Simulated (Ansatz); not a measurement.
**CoH3 (Pm-3m): a soft mode frozen in**

Which phase does CoH3 (Pm-3m) fall into along its unstable mode, and how much energy does it gain?

Program: Ansatz 0.2.0. Level of theory: DFT PBE, scalar-relativistic, plane waves, norm-conserving pseudopotentials. Results are calculated unless marked as measured.

### Step 1. The structure

It takes space group Pm-3m (No. 221, cubic). Conventional cell: a = 2.612 Å, b = 2.612 Å, c = 2.612 Å, α = 90.00°, β = 90.00°, γ = 90.00°. Nearest to Co lie 12 H at 1.85 Å. H has 8 H at 1.85 Å and 4 Co at 1.85 Å nearest. Farther neighbours are not listed.

As a file:

```cif
data_structure
_symmetry_space_group_name_H-M 'Pm-3m'
_symmetry_Int_Tables_number 221
_cell_length_a 2.6122
_cell_length_b 2.6122
_cell_length_c 2.6122
_cell_angle_alpha 90.000
_cell_angle_beta 90.000
_cell_angle_gamma 90.000
_cell_volume 17.82
loop_
_atom_site_label
_atom_site_type_symbol
_atom_site_symmetry_multiplicity
_atom_site_Wyckoff_symbol
_atom_site_fract_x
_atom_site_fract_y
_atom_site_fract_z
_atom_site_occupancy
Co1 Co 1 a 0.00000 0.00000 0.00000 1
H1 H 3 c 0.00000 0.50000 0.50000 1
```

### Step 2. Modes at Γ

The cell comes from relaxations at this level that are not shown. The zone centre is the only wavevector solved here; it holds the modes that light can see, as far as symmetry allows. No field response is asked, since the mesh shows no gap.

Input file input.yaml:

```yaml
crystal:
  lattice:
    - [2.6121745813, 0.0, 0.0]
    - [0.0, 2.6121745813, 0.0]
    - [0.0, 0.0, 2.6121745813]
  atoms:
    - { symbol: Co, position: [0.0, 0.0, 0.0] }
    - { symbol: H, position: [0.0, 0.5, 0.5] }
    - { symbol: H, position: [0.5, 0.0, 0.5] }
    - { symbol: H, position: [0.5, 0.5, 0.0] }
kpoints:
  mp_grid: { grid: [16, 16, 16] }
hamiltonian:
  xc: pbe
  pseudopotentials: { kind: nc }
scf:
  occupations: { method: methfessel_paxton, width: 0.2 }
output:
  eigenvalues: true
phonons:
  method: dfpt
```

Launch:

```console
$ ansatz run input.yaml --threads 4 --pin off --max-ram 7168MiB --backend cpu --events-out ev --progress --plain --runs-dir out
```

Numbers of over 12 decimals in the logs are rounded to 6 here.

The program printed:

```text
zone centre: on kpoints.mp_grid the ground state, and the responses unless they are solved on pairs of k-points, stand on 729 of the mesh's 4096 k-points, reduced under 8 symmetry operations, with k and −k counted as one. Each operation leaves every solved displacement unchanged or reverses it
Engine: ansatz 0.2.0, aarch64-unknown-linux-gnu
Pseudopotentials: kind: nc
Pseudopotential: Co, nc, valence charge 17, recommended cutoff 1306.14654 eV (normal), Co.nc.azcp (PseudoDojo's, or run here from an input of PseudoDojo's: the run reads no file of this project's for it)
Pseudopotential: H, nc, valence charge 1, recommended cutoff 979.609905 eV (normal), H.nc.azcp
Functional definition: PBE
  parameter kappa = 0.804
  parameter beta = 0.066725
  exchange = pbe_x(kappa = kappa, mu = beta*pi^2/3)
  correlation = pbe_c(beta = beta)
Crystal: 4 atoms, lattice volume = 17.824 Å³
Basis set: ecut = 1306.14654 eV, 1935 PW (Γ), exchange–correlation on 64×64×64 points (8 copies of the dense FFT grid, shifted against one another)
Bands: 14, of which v1, the nominal top of the filled ones, is band 10 counted from 1 (9 counted from 0)
Symmetry: 48 space group operations
k-points: 729 of 4096 (irreducible under 8 space group operations)
Non-local potential: Co, projectors of the file, l = 0: 2, l = 1: 2, l = 2: 2
Non-local potential: H, projectors of the file, l = 0: 2, l = 1: 1
Initial density: superposition of atomic densities (chi_scale 0.1, normalization cell, long waves kept (reshape's long-wave potential 0.00 eV rms))
Initial wavefunctions: pseudopotential atomic-orbital guess
Functional: x = pbe(κ = 0.804, μ = 0.219515), c = pbe(β = 0.066725)
SCF iter   1: F=—  HF=-4210.979932 eV  |F-HF|=—  |Δ(HF+E_count)|=         —  Δρ=8.76e-2  dr2=2.99e-1  ethr=3.10e-3  ⟨swp⟩=5.4  Hψ=48631  notcnv=0
preconditioner: auto → none  [metal: Δε(μ)=0.042 eV  Ē_g=10.473 eV  σ=0.200 eV  W_gap=0.18  n_scr=6 (ndim 8)  ℏωp=30.5 eV  f_vac=0.000  D(μ)=0.69/eV (n_scr^D=6)  sad-step TF]
SCF iter   2: F=—  HF=-4210.932120 eV  |F-HF|=—  |Δ(HF+E_count)|=   4.78e-2  S|Δr|=    0.00e0  Δρ=4.80e-2  dr2=9.92e-2  ethr=1.50e-3  ⟨swp⟩=1.0  Hψ=16038  notcnv=0
SCF iter   3: F=—  HF=-4210.971788 eV  |F-HF|=—  |Δ(HF+E_count)|=   3.97e-2  S|Δr|=    0.00e0  Δρ=4.80e-2  dr2=3.18e-1  ethr=4.96e-4  ⟨swp⟩=2.0  Hψ=19111  notcnv=0  defer=1  recentre
SCF iter   4: F=—  HF=-4210.915488 eV  |F-HF|=—  |Δ(HF+E_count)|=   5.63e-2  S|Δr|=    0.00e0  Δρ=7.98e-3  dr2=4.77e-3  ethr=4.96e-4  ⟨swp⟩=2.6  Hψ=22105  notcnv=0
SCF iter   5: F=—  HF=-4210.915369 eV  |F-HF|=—  |Δ(HF+E_count)|=   1.19e-4  S|Δr|=    0.00e0  Δρ=2.86e-4  dr2=7.36e-6  ethr=2.39e-5  ⟨swp⟩=2.1  Hψ=14600  notcnv=0
SCF iter   6: F=—  HF=-4210.915371 eV  |F-HF|=—  |Δ(HF+E_count)|=   2.37e-6  S|Δr|=    0.00e0  Δρ=6.18e-5  dr2=2.01e-7  ethr=3.68e-8  ⟨swp⟩=2.2  Hψ=16949  notcnv=0
SCF iter   7: F=—  HF=-4210.915366 eV  |F-HF|=—  |Δ(HF+E_count)|=   5.48e-6  S|Δr|=    0.00e0  Δρ=7.42e-6  dr2=3.30e-9  ethr=1.00e-9  ⟨swp⟩=2.2  Hψ=14860  notcnv=0
SCF iter   8: F=—  HF=-4210.915366 eV  |F-HF|=—  |Δ(HF+E_count)|=  6.90e-10  S|Δr|=    0.00e0  Δρ=6.41e-7  dr2=3.37e-11  ethr=1.65e-11  ⟨swp⟩=2.2  Hψ=16606  notcnv=0
SCF iter   9: F=-4210.915366 eV  HF=-4210.915366 eV  |F-HF|=1.82e-12  |Δ(HF+E_count)|=    0.00e0  S|Δr|=    0.00e0  Δρ=1.02e-7  dr2=3.23e-13  ethr=1.00e-12  ⟨swp⟩=7.4  Hψ=57301  notcnv=0
SCF 1 converged in 9 iterations: F = -4210.915366 eV  dr2 = 3.23e-13
DFPT response loops at Γ: preconditioner auto → Kerker (q_TF=auto, 2.781 Å⁻¹) (partly filled bands, converged f_vac=0.000); β = 1.00, the filter's whole step (`scf.mixing.beta` (0.50) is not read by the response loops under this deck's `scf.mixing.preconditioner`; to damp them name `kerker` or `kerker_dos`, under which they read `scf.mixing.beta`, and type it under 1.00, their step now; both keys bind the ground state too); Broyden in place of MSR1
SCF converged after 9 iterations
Stability not checked: this state was not tested for a lower state beside it, because cold or Methfessel-Paxton smearing, or corrected tetrahedra, fill the levels in a way that the test cannot read (fill_not_monotonic; see scf.lower_state_search)
Free energy (F): -4210.915366 eV
Harris-Foulkes:  -4210.915366 eV  (|F-HF|=1.82e-12)
Internal energy: -4210.916673 eV  (E = F + TS)
E sigma→0 (E₀):  -4210.915693 eV
Entropy (-TS):   0.001307 eV (0.327 meV/atom)
Fermi energy:    14.125339 eV
Step filling:    the computed levels leave a gap of 0.0365 eV = 0.2 smearing widths at the electron count; against every level under it full and every level over it empty, smearing changes F+E_penalty+E_count by +0.384 meV and its σ→0 estimate by +0.057 meV
--- Per-component energies (eV) ---
  E_band       = -309.446372
  E_kinetic    = 1893.223199
  E_local      = -3596.802477  (includes V_loc(G=0)·N_el)
  E_nonlocal   = -520.492405
  E_hartree    = 1262.683905
  E_xc         = -792.593206
  E_vxc        = -610.742522  (∫ρ·V_xc dr)
  E_ewald      = -2456.935688
  E_smearing   = 0.001307  (= −TS)
  E_closure    = 0.000000  (closes the sum)
  Σ components = -4210.915366   (vs F -4210.915366, Δ=0.00e0)
--- Band table (eV; the first three rows and the last of 729) ---
  k-point 0: bands = [... 6 lower, 9.4134, 13.2515, 13.2515, 13.2515, 19.9587, 19.9587, 24.4664, 24.4664]
  k-point 1: bands = [... 6 lower, 9.4574, 13.2061, 13.2061, 13.2547, 19.4038, 19.8850, 24.5995, 24.5995]
  k-point 2: bands = [... 6 lower, 9.5860, 13.0801, 13.0801, 13.2636, 18.1975, 19.6706, 24.9888, 24.9888]
  k-point 728: bands = [... 6 lower, 7.7665, 13.8564, 13.8564, 18.3204, 18.3204, 18.3204, 19.1189, 19.1189]
--- Phonons (Γ-DFPT): 3 representative perturbations + reference, on 729 of 4096 k-points (Σ response iterations 10) ---
  k mesh reduced under 8 symmetry operations, with k and −k counted as one. Each operation leaves every solved displacement unchanged or reverses it
  ASR residual: 2.008e-4 → 0.000e0 eV/Å²; symmetrization residual: 9.097e-6 eV/Å²
  ASR residual per site (eV/Å²): 2.01e-4 6.68e-6 6.68e-6 6.68e-6
  Γ frequencies (cm⁻¹): -352.32 -352.32 -352.32 0.00 0.00 0.00 198.14 198.14 198.14 1049.35 1049.35 1049.35
  non-analytic LO–TO correction: not included (Born effective charges unavailable; polar crystals: no LO–TO splitting at Γ)
```

Run time: 59 s. Hardware: 4 threads of Arm Neoverse V1, shared host; peak memory 2.1 GiB.

This run has no spin polarisation, although Co can carry a moment.

This step gave:

| Property | Result |
| --- | --- |
| volume per atom | 4.456 Å³ |
| gap on the k-mesh | 0 eV |
| sum-rule residual before enforcement | 2.01e-4 eV/Å² |
| point group | m-3m |
| highest optical mode at the zone centre (no LO-TO term) | 1049 cm⁻¹ |
| lowest optical zone-centre mode | -352.3 cm⁻¹ |

Patterns of degenerate modes are one choice out of their space. The modes at Γ (shares of kinetic energy by element, %) (negative means imaginary):

```
mode  frequency (cm⁻¹)  symmetry  Co %  H %
   1            -352.3       T1u     5   95
   2            -352.3       T1u     5   95
   3            -352.3       T1u     5   95
   4               0.0  acoustic    95    5
   5               0.0  acoustic    95    5
   6               0.0  acoustic    95    5
   7             198.1       T2u     0  100
   8             198.1       T2u     0  100
   9             198.1       T2u     0  100
  10            1049.3       T1u     0  100
  11            1049.3       T1u     0  100
  12            1049.3       T1u     0  100
```

Displacements in mode 3 (-352.3 cm⁻¹), the largest set to 1:
```
Co1  0.00  0.00 -0.04
H2   0.00 -0.06  1.00
H3   0.00 -0.03  1.00
H4   0.00 -0.06  0.51
```

Displacements in mode 12 (1049.3 cm⁻¹), the largest set to 1:
```
Co1  0.00  0.00 -0.01
H2   0.00  0.00 -0.26
H3   0.00  0.01 -0.26
H4   0.00  0.00  1.00
```

Before it was imposed, the acoustic sum rule was missed by 2.0e-4 eV/Å². Small misses are needed for a sound result but don't prove that mesh and cutoff are converged. The lowest optical mode is imaginary, 352.3i cm⁻¹, so the energy falls along it.

### Step 3. The mode frozen in, largest atomic shift 0 Å

The mode followed lies at Γ with frequency 352.3i cm⁻¹ and is 3-fold degenerate, the softest among the wavevectors solved. At small amplitude the distorted cell has space group no. 160 by a symmetry search on the positions. The undistorted cell that holds it gives the zero of energy on the same k mesh.

input.yaml, as its differences from that of step 2:

```diff
@@ -18,4 +18,4 @@
 output:
+  forces: true
+  stress: true
   eigenvalues: true
-phonons:
-  method: dfpt
```

The program printed:

```text
[...]
Crystal: 4 atoms, lattice volume = 17.824 Å³
Basis set: ecut = 1306.14654 eV, 1935 PW (Γ), exchange–correlation on 64×64×64 points (8 copies of the dense FFT grid, shifted against one another)
Bands: 14, of which v1, the nominal top of the filled ones, is band 10 counted from 1 (9 counted from 0)
Symmetry: 48 space group operations
[...]
k-points: 165 of 4096
[...]
--- Band table (eV; the first three rows and the last of 165) ---
  k-point 0: bands = [... 6 lower, 9.4134, 13.2516, 13.2516, 13.2516, 19.9587, 19.9587, 24.4664, 24.4664]
  k-point 1: bands = [... 6 lower, 9.4574, 13.2062, 13.2062, 13.2547, 19.4038, 19.8850, 24.5995, 24.5995]
  k-point 2: bands = [... 6 lower, 9.5860, 13.0802, 13.0802, 13.2636, 18.1975, 19.6706, 24.9889, 24.9889]
  k-point 164: bands = [... 6 lower, 7.7665, 13.8564, 13.8564, 18.3204, 18.3204, 18.3204, 19.1189, 19.1189]
[key lines of the parts left out:]
SCF converged after 7 iterations
Free energy (F): -4210.915366 eV
Fermi energy:    14.125374 eV
P = ⅓ Tr σ = -0.0095 GPa (-0.095 kbar)
```

It took 2.5 s on 4 threads; peak memory 0.4 GiB; 9.5 s of CPU time.

Numbers from this step:

- pressure: -0.009524 GPa
- energy from the undistorted cell: 0 meV/atom

The run ends at a pressure of -0.01 GPa.

### Step 4. The mode frozen in, largest atomic shift 0.14 Å

The atoms are moved along the unstable eigenvector, the largest shift by 0.14 Å, with the cell fixed.

input.yaml, the sections that differ from step 3:

```yaml
crystal:
  lattice:
    - [2.6121745813, 0.0, 0.0]
    - [0.0, 2.6121745813, 0.0]
    - [0.0, 0.0, 2.6121745813]
  atoms:
    - { symbol: Co, position: [-0.0015299959, 0.0015299959, 0.0015299959] }
    - { symbol: H, position: [0.0181203348, 0.464334203, 0.464334203] }
    - { symbol: H, position: [0.535665797, -0.0181203348, 0.464334203] }
    - { symbol: H, position: [0.535665797, 0.464334203, -0.0181203348] }
# kpoints, hamiltonian, scf, output: as in step 3
```

The program printed:

```text
[...]
Crystal: 4 atoms, lattice volume = 17.824 Å³
Basis set: ecut = 1306.14654 eV, 1935 PW (Γ), exchange–correlation on 64×64×64 points (8 copies of the dense FFT grid, shifted against one another)
Bands: 14, of which v1, the nominal top of the filled ones, is band 10 counted from 1 (9 counted from 0)
Symmetry: 6 space group operations
[...]
--- Band table (eV; the first three rows and the last of 417) ---
  k-point 0: bands = [... 6 lower, 9.3594, 13.1893, 13.1933, 13.1933, 19.8300, 19.8300, 24.3494, 24.6679]
  k-point 1: bands = [... 6 lower, 9.4016, 13.1451, 13.1453, 13.1954, 19.3091, 19.7776, 24.3339, 24.7861]
  k-point 2: bands = [... 6 lower, 9.5249, 13.0114, 13.0205, 13.2044, 18.1450, 19.6178, 24.5815, 25.1385]
  k-point 416: bands = [... 6 lower, 7.7585, 13.8029, 13.8029, 17.3629, 18.0258, 18.0258, 19.4729, 19.4729]
[key lines of the parts left out:]
SCF converged after 7 iterations
Free energy (F): -4210.923437 eV
Fermi energy:    14.088969 eV
P = ⅓ Tr σ = 2.4074 GPa (24.074 kbar)
```

Run time: 11 s. Hardware: 4 threads; peak memory 0.67 GiB; 45 s of CPU time.

Numbers from this step:

- pressure: 2.407 GPa
- energy from the undistorted cell: -2.014 meV/atom

The energy, extrapolated to zero smearing, is -2.01 meV/atom against the undistorted cell.

The run ends at a pressure of 2.41 GPa, with forces up to 0.039 eV/Å.

### Step 5. Energy along the mode, all amplitudes (two of the runs are shown above)

An imaginary frequency means negative curvature, so the energy should fall and then rise again as anharmonic terms take over.

Numbers from this step:

| Quantity | Value |
| --- | --- |
| depth at the lowest point sampled | 2.014 meV/atom |
| largest atomic shift at that point | 0.14 Å |

The energy from the parent by largest atomic shift:

```csv
largest atomic shift (Å),energy from the parent (meV/atom)
0.000,0
0.040,-0.278
0.080,-0.991
0.140,-2.01
0.220,0.473
0.320,22.4
```

Displacement at unit largest shift by atom:

```csv
atom,x (Å),y (Å),z (Å),size
Co1,-0.029,0.029,0.029,0.050
H2,0.338,-0.665,-0.665,0.999
H3,0.665,-0.338,-0.665,0.999
H4,0.665,-0.665,-0.338,0.999
```

The lowest of the steps tried is at 0.14 Å, 2.01 meV/atom below the parent; the bottom of the well need not coincide with a step.

[end of part 1 of 2]

[Logs are printed without paths, hosts, clocks, repeated set-up lines and the standing remarks that a program may print on its own settings, such as how far it seeks lower states.]

[Hosts, paths, dates, database ids (printed as entryN), source tags and the programs' standing remarks are cut or masked in the printed files.]
